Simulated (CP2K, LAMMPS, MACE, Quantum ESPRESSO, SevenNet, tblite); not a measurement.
# Bulk modulus two ways: glassy 67P2O5-33MgO (mol %) (80 atoms), QE, PBE

The cell holds 80 atoms (20 P, 5 Mg and 55 O). Recipe: 80 atoms (20 P, 5 Mg, 55 O) placed at random at 2.32 g/cm³, melted at 4000 K for 10 ps at fixed volume with the Morse and Coulomb pair potential with partial charges (Pedone, Malavasi, Menziani, Cormack and Segre, J. Phys. Chem. B 110, 11780 (2006)). Quenched from 4000 K to 300 K at 25 K/ps and fixed volume, held 5 ps. Then the atoms were relaxed with MACE MPA-0 medium in the fixed cell.

Calculated with Quantum ESPRESSO 7.5: PBE; plane waves, SSSP efficiency, 60/480 Ry; k-points Γ. The cell is scaled evenly by ±3 % in volume, and MACE MPA-0 medium relaxes the atoms at each volume before the single point.

```
volume (Å³/atom)  energy less the middle row's (meV/atom)  pressure (GPa)
          14.092                                   -3.638          -0.096
          14.527                                    0.000          -1.096
          14.963                                    6.045          -2.183
```

Task: Find the bulk modulus at the middle volume from the pressures and from the energies, and check the printed pressure against the slope of the energy (1 meV/Å³ = 0.16022 GPa).

**Working.**

The step is h = 0.4358 Å³. From pressures: B = −V dP/dV = 14.527 × (-0.096 − (-2.183)) / (2 × 0.4358) = 34.8 GPa.

From energies: B = V d²E/dV² = 14.527 × (-3.638 + (6.045)) / 0.4358² = 184.2 meV/Å³ = 29.5 GPa.

Slope: P = −dE/dV = −(6.045 − (-3.638)) / (2 × 0.4358) = -11.1 meV/Å³ = -1.78 GPa, against -1.10 GPa printed.

The modulus from energies lies 15 % under that from pressures.

A central difference over ±3 % overstates P by about B(1 + B′)(0.03)²/6, some 0.03 GPa for B′ = 4, which is small against the gap found. The atoms follow MACE MPA-0 medium, so this level's forces do work along the path, which enters the energies but not the printed pressures.

Limits: three points, a static cell at zero temperature, the cell shape held; the modulus is that at -1.1 GPa, not at zero pressure.

[Logs are printed without paths, hosts, clocks, repeated set-up lines and the standing remarks that a program may print on its own settings, such as how far it seeks lower states.]

[Hosts, paths, dates, database ids (printed as entryN), source tags and the programs' standing remarks are cut or masked in the printed files.]
